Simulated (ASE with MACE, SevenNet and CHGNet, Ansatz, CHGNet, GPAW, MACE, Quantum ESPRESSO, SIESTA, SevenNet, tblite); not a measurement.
# Running random packing of B (63 atoms) with machine-learned potentials

Wanted: machine-learned potentials inputs and outputs for random packing of B (63 atoms), checked against a plane-wave reference.

Method: the method is named at each step, in ASE with MACE, SevenNet and CHGNet.

## (1) The structure

The cell holds 63 atoms: 63 B. Cell: a = 8.151 Å, b = 8.151 Å, c = 8.151 Å, α = 90.0°, β = 90.0°, γ = 90.0°. 63 atoms (63 B) packed at random in a cube at 2.09 g/cm³ and pushed apart as soft spheres; a start for melting by ab initio MD, not an equilibrated structure. Then every atom was moved at random, 0.05 Å r.m.s. a Cartesian component.

The yardstick, on the same geometry:

| Item | Value |
| --- | --- |
| method | Kohn-Sham DFT, PBE, PAW, plane waves (Ansatz 0.2.0); cutoff 420 eV, Γ point, fermi-dirac smearing of 0.05 eV; PAW set soft_2 |
| r.m.s. force component | 1.28 eV/Å |
| longest force | 6.839 eV/Å |
| pressure | -20.64 GPa |
| SCF cycles | 8 |
| time | 2.4 s on 4 threads of Arm Neoverse V2, shared host |
| CPU time | 8.7 s |

## (2) MACE MPA-0 medium potential

Method: machine-learned interatomic potential MACE MPA-0 medium, trained on PBE(+U) plane-wave data.

run.py

```python
import numpy as np
from ase.io import read
import mlip  # loads the published weights by name

atoms = read("structure.xyz")
atoms.calc = mlip.calc("mace-mpa-0-medium")
energy = atoms.get_potential_energy()
forces = atoms.get_forces()
print(f"energy {energy:.6f} eV")
print("forces (eV/A)")
for i, (a, f) in enumerate(zip(atoms, forces)):
    print(f"{i:4d} {a.symbol:2s} {f[0]:10.5f} {f[1]:10.5f} {f[2]:10.5f}")
stress = -atoms.get_stress(voigt=False) * 160.21766
print("stress (GPa, compression positive)")
for row in stress:
    print(" ".join(f"{x:10.4f}" for x in row))
```

structure.xyz

```xyz
63
Lattice="8.15130 0.00000 0.00000 0.00000 8.15130 0.00000 0.00000 0.00000 8.15130" Properties=species:S:1:pos:R:3 pbc="T T T"
B 5.95933 5.97344 4.78400
B 1.29043 5.25343 7.27618
B 4.74968 0.37227 6.34579
B 7.92526 5.66149 8.10280
B 6.47890 3.16792 6.27047
B 4.08820 5.57255 4.59472
B 1.45786 0.76394 0.53106
B 0.42933 3.27878 4.06187
B 6.40643 2.96789 0.02951
B 5.95909 6.50042 0.72685
B 3.12317 2.05054 3.22164
B 1.95925 7.41059 5.39714
B 7.47539 4.73110 5.39820
B 1.54516 2.18708 1.97074
B 3.95729 5.81220 0.67468
B 0.13417 7.79916 0.29736
B 7.48721 5.34424 3.96324
B 5.18186 2.15594 5.92779
B 5.84921 4.76020 0.78049
B 4.17640 1.96300 7.75034
B 2.54484 2.02429 6.35899
B 2.98321 5.29981 7.02259
B 0.09912 1.39876 1.75098
B 5.97996 1.75180 3.87578
B 1.03285 6.48037 4.20191
B 4.52038 3.92990 1.61510
B 3.15349 7.03694 7.55960
B 7.08364 0.81081 7.88060
B 4.74830 1.89599 2.18292
B 6.70550 7.99667 5.01688
B 5.68716 0.17305 3.36404
B 3.00913 5.11087 2.54321
B 0.83347 8.02911 3.12439
B 0.10915 6.03718 5.87489
B 1.88238 6.73143 2.63548
B 4.80568 7.84489 1.68096
B 1.60825 3.19906 7.86421
B 7.36046 0.94392 3.87260
B 7.98452 5.90496 1.71846
B 4.72718 3.64771 4.78123
B 6.00229 4.47368 3.95558
B 6.62603 2.38841 1.95566
B 1.99438 3.58103 3.12985
B 3.00987 2.05502 1.00457
B 7.30813 7.41418 6.42746
B 5.35337 0.63971 0.04059
B 2.09488 6.13410 0.54361
B 5.14176 6.24227 7.06489
B 3.69555 0.05926 3.90879
B 3.82239 1.93015 5.15317
B 6.86723 4.60043 7.47393
B 1.99014 0.88980 4.06644
B 1.26435 4.68537 0.73639
B 5.85435 6.16801 2.95509
B 2.36966 5.04451 4.41083
B 2.56627 7.87587 1.43903
[... 3 atom lines left out ...]
B 0.73174 1.74764 5.13027
B 0.06342 4.21153 1.60092
B 7.00156 0.27666 2.08779
B 3.57915 6.98020 5.50816
```

Launch:

```console
> OMP_NUM_THREADS=1 python run.py > output.txt
```

Output:

```text
energy -340.042702 eV
forces (eV/A)
   0 B    -0.64345    1.97462   -0.15858
   1 B     1.21555    0.81832   -1.09620
   2 B    -0.13718    0.40537    0.60145
   3 B     1.05760    1.34343    0.21436
   4 B     0.93247    2.26619    0.90723
   5 B     0.60671   -1.12155    0.32458
   6 B     0.38975    0.89947    0.02980
   7 B     0.72430    0.29687    0.86306
   8 B    -0.53707    0.64781    0.89389
   9 B    -2.43737   -0.16584    0.98674
  10 B     0.10967   -0.13866   -0.50490
  11 B    -1.11542    0.52423   -1.00347
  12 B    -3.06049   -4.90974    2.07970
  13 B     1.38770    0.36780   -0.20562
  14 B     0.99531   -1.42178   -0.43804
  15 B    -1.10196    0.47631   -0.62805
  16 B     0.85072    2.05411   -3.19176
  17 B     2.24268    1.07917   -0.11671
  18 B    -2.37009   -0.99733    0.40419
  19 B    -0.46938   -1.06102    0.72668
  20 B    -1.61372    1.63112    0.77339
  21 B     0.48249    0.99584    0.55236
  22 B    -0.59599   -0.97235    0.11761
  23 B    -1.17458    2.47468   -1.66618
[...]
55 B     0.19152   -1.84509   -1.16211
  56 B     2.46445   -1.24909   -0.51595
  57 B     0.23707    0.05227    0.77224
  58 B     1.28388    0.00044   -0.55742
  59 B     0.29321   -0.54949   -0.03317
  60 B    -2.62334   -1.03346    2.18682
  61 B     0.73389    0.43257    0.95368
  62 B     1.06157    1.32738    0.97923
stress (GPa, compression positive)
  -21.0751     0.7275     1.1219
    0.7275   -21.2290     1.5235
    1.1219     1.5235   -22.3960
```

Elapsed: 13 s, on 1 thread of Arm Neoverse V2, shared host; peak memory 1.1 GiB.

Banners, paths, timers and routine set-up lines are dropped from the logs unmarked, and long logs keep their key lines alone; longer cuts are marked.

Numbers from this run, and their distance from the reference:

- r.m.s. force component: 1.159 eV/Å
- r.m.s. difference of force components: 491.8 meV/Å
- longest difference of force vectors: 1591 meV/Å
- force difference over r.m.s. force: 38.44 %
- slope of forces against the reference's: 0.8361
- correlation of force components: 0.9234
- pressure: -21.57 GPa
- pressure difference: -0.9298 GPa

Local excerpt of 13 atoms (numbers count through the whole input) about B13, which bears the longest force; x, y, z are measured from there.

```tsv
atom	x	y	z	distance (Å)	Fx	Fy	Fz (eV/Å)
B13	0.00	0.00	0.00	0.00	-3.06	-4.91	2.08
B17	0.01	0.61	-1.43	1.56	0.85	2.05	-3.19
B34	0.79	1.31	0.48	1.60	1.82	1.85	1.35
B5	-1.00	-1.56	0.87	2.05	0.93	2.27	0.91
B1	-1.52	1.24	-0.61	2.05	-0.64	1.97	-0.16
B41	-1.47	-0.26	-1.44	2.08	-1.32	-0.28	0.46
B51	-0.61	-0.13	2.08	2.17	-2.27	-1.65	-1.12
B8	1.11	-1.45	-1.34	2.26	0.72	0.30	0.86
B57	0.45	-1.51	2.21	2.71	2.46	-1.25	-0.52
B25	1.71	1.75	-1.20	2.72	0.09	-0.78	0.22
B2	1.97	0.52	1.88	2.77	1.22	0.82	-1.10
B45	-0.17	2.68	1.03	2.88	1.18	0.38	0.60
B4	0.45	0.93	2.70	2.90	1.06	1.34	0.21
```

Atoms are counted from 1 here, from 0 in the log.

Forces lie 38 % from the reference's, at 0.89 times its CPU time (on 1 against 4 cores).

## (3) SevenNet 0 potential

Method: machine-learned interatomic potential SevenNet 0, trained on PBE(+U) plane-wave data.

Changes to run.py since step 2:

```diff
@@ -5,3 +5,3 @@
 atoms = read("structure.xyz")
-atoms.calc = mlip.calc("mace-mpa-0-medium")
+atoms.calc = mlip.calc("7net-0")
 energy = atoms.get_potential_energy()
```

structure.xyz is that of step 2.

Output:

```text
energy -346.337860 eV
forces (eV/A)
   0 B     0.16741    1.44342    0.38598
   1 B     0.32150    0.28357    0.57199
   2 B     0.61522   -0.90144    0.48571
   3 B     0.76452    1.79315    0.54812
   4 B     1.39850    2.08791    1.06280
   5 B     0.10897   -1.45691    0.35050
   6 B     0.81888    0.47494    0.31660
   7 B    -0.33817    0.93148    1.28401
   8 B    -0.28484   -0.50603    1.24679
   9 B    -1.22089    0.70784    0.76430
  10 B    -0.14179    0.15016    0.69095
  11 B    -0.56709    1.17808   -0.05189
  12 B    -2.96488   -4.66001    0.58762
  13 B     1.09608    1.00798   -0.35509
  14 B    -0.07888    0.08872   -1.56677
  15 B    -1.52461   -0.79513   -0.95599
  16 B     0.65057    0.90392   -3.01254
  17 B     2.36316    1.27728   -0.21549
  18 B    -0.92590   -1.61285    0.07439
  19 B    -0.68991   -1.25156   -0.28264
  20 B    -1.12016    2.17071    1.23638
  21 B     1.18005    1.79722    1.50107
  22 B    -0.53566   -0.87896    0.78064
  23 B    -2.34957    2.29403   -1.84742
[...]
55 B     1.23945   -0.99479   -0.59890
  56 B     1.13548   -0.63577   -0.37363
  57 B     0.08164   -0.55527    0.50975
  58 B     1.36322    0.40232   -1.11880
  59 B    -0.09092   -0.40262   -0.69357
  60 B    -1.47761   -0.98200    0.95996
  61 B     0.94945    1.18607    0.27703
  62 B     0.79851    1.32862    1.03266
stress (GPa, compression positive)
  -21.7106     1.2808     1.7372
    1.2808   -22.4129     2.2436
    1.7372     2.2436   -21.7198
```

Run time: 9.3 s. Hardware: 1 thread; peak memory 0.99 GiB.

Against the reference:

* r.m.s. force component: 1.144 eV/Å
* r.m.s. difference of force components: 845.5 meV/Å
* longest difference of force vectors: 2941 meV/Å
* force difference over r.m.s. force: 66.08 %
* slope of forces against the reference's: 0.6815
* correlation of force components: 0.7621
* pressure: -21.95 GPa
* pressure difference: -1.311 GPa

Against the first run (38 %), the force difference from the reference is 66 %, at 0.94 times the CPU time.

## (4) CHGNet 0.3.0 potential

Method: machine-learned interatomic potential CHGNet 0.3.0, trained on PBE(+U) plane-wave data.

Changes to run.py since step 3:

```diff
@@ -5,3 +5,3 @@
 atoms = read("structure.xyz")
-atoms.calc = mlip.calc("7net-0")
+atoms.calc = mlip.calc("chgnet-0.3.0")
 energy = atoms.get_potential_energy()
```

structure.xyz is that of step 3.

Output:

```text
CHGNet v0.3.0 initialized with 412,525 parameters
CHGNet will run on cpu
energy -347.737183 eV
forces (eV/A)
   0 B     0.19715    0.91193   -0.50460
   1 B     0.82981    0.08463   -0.62048
   2 B     0.01596    0.44241    0.41144
   3 B     1.99175    1.58067    1.24325
   4 B     1.66854    2.02956    1.33874
   5 B     0.99884   -1.83990   -0.37639
   6 B     0.12971    0.49298    0.32671
   7 B     0.23204    0.54371    1.32476
   8 B    -0.85942    0.74062    1.06947
   9 B    -1.78945    0.48198    0.74288
  10 B     0.26980   -0.80734   -0.65460
  11 B    -0.79347    0.61221   -0.68953
  12 B    -2.71428   -4.55371    1.40345
  13 B     1.04917    0.66993   -0.39337
  14 B     0.41634   -0.53674   -0.82796
  15 B    -1.30137    0.30031   -0.99095
  16 B     0.57396    1.73251   -3.04471
  17 B     1.66191    0.70310    0.05186
  18 B    -1.73195   -0.51674    0.06145
  19 B    -0.66469   -1.29192   -0.26394
  20 B    -1.39647    1.42830    0.81909
  21 B     0.90638    1.38495    0.79309
  22 B    -0.75449   -0.18929    0.07158
  23 B    -1.38143    2.10951   -1.48431
[...]
55 B     0.56885   -1.45638   -0.97419
  56 B     1.88915   -1.39617   -0.64731
  57 B    -0.33285   -0.91057    0.53183
  58 B     0.57453    0.71902   -0.30189
  59 B     0.37318   -0.09582    0.27185
  60 B    -2.30575   -1.02838    1.48139
  61 B     0.70279    0.45428    0.37156
  62 B     0.85193    1.01853    1.58683
stress (GPa, compression positive)
  -18.9585     2.2268     0.4347
    2.2268   -18.4078     2.1543
    0.4347     2.1543   -20.4555
```

It took 4.2 s on 1 thread; peak memory 1.6 GiB.

Compared with the plane-wave run:

- r.m.s. force component: 1.124 eV/Å
- r.m.s. difference of force components: 702 meV/Å
- longest difference of force vectors: 2777 meV/Å
- force difference over r.m.s. force: 54.86 %
- slope of forces against the reference's: 0.7352
- correlation of force components: 0.8371
- pressure: -19.27 GPa
- pressure difference: 1.363 GPa

Against the first run (38 %), the force difference from the reference is 55 %, at 0.49 times the CPU time.

## (5) The ladder

Differences are against the plane-wave reference, forces as r.m.s. over components; share is that over the reference's r.m.s. force, slope the least-squares factor from reference forces to these. Total energies of different programs have different zeros and aren't compared.

```tsv
run	Δ force, r.m.s. (meV/Å)	share (%)	slope	Δ pressure (GPa)	cores	CPU time	memory (GiB)
reference	-	-	-	-	4	8.7 s	0.6
MACE MPA-0 medium potential	492	38.4	0.836	-0.930	1	7.8 s	1.1
SevenNet 0 potential	845	66.1	0.681	-1.31	1	7.3 s	0.99
CHGNet 0.3.0 potential	702	54.9	0.735	1.36	1	3.8 s	1.6
```

Times of the machine-learned potentials are mostly Python's start and the loading of weights.

CPU time is summed over cores on a shared host, where runs went side by side, so it is rough. Symmetry, cutoffs, thresholds, outputs and thread counts weren't matched or tuned between programs; memory under MPI is the largest rank's times the ranks.

## (6) Results

| Item | Value |
| --- | --- |
| nearest in forces | MACE MPA-0 medium potential, 38 % |
| its CPU time | 7.8 s |

Machine-learned potentials differ by 38 % (MACE MPA-0 medium potential) to 66 % (SevenNet 0 potential); they were trained on other programs' data. Among those trained on PBE data the slope goes as low as 0.68, with a correlation of 0.76, so directions differ as well as sizes. The electron count is odd in Ansatz plane waves (reference), and they have no spin polarisation, so the unpaired electron is spread evenly over both spins. Machine-learned potentials mimic data converged in k, so the reference's own k-point error enters their differences. The reference's stress is far from hydrostatic: its diagonal is -16.7, -20.5, -24.7 GPa, compression counted positive. The reference's pressure of -21 GPa says that the cell would shrink at this level of theory. The electron count is odd and the run has no spin polarisation, so levels at the top are partly filled by construction. The electronic-structure runs sample only Γ, in a cell whose shortest periodic width is 8 Å, which is coarse for a cell with partly filled levels.

[Also dropped from logs without a mark: logging warnings of Python, and SIESTA's first energy breakdown and zero terms.]

[Logs are printed without paths, hosts, clocks, repeated set-up lines and the standing remarks that a program may print on its own settings, such as how far it seeks lower states.]

[Hosts, paths, dates, database ids (printed as entryN), source tags and the programs' standing remarks are cut or masked in the printed files.]
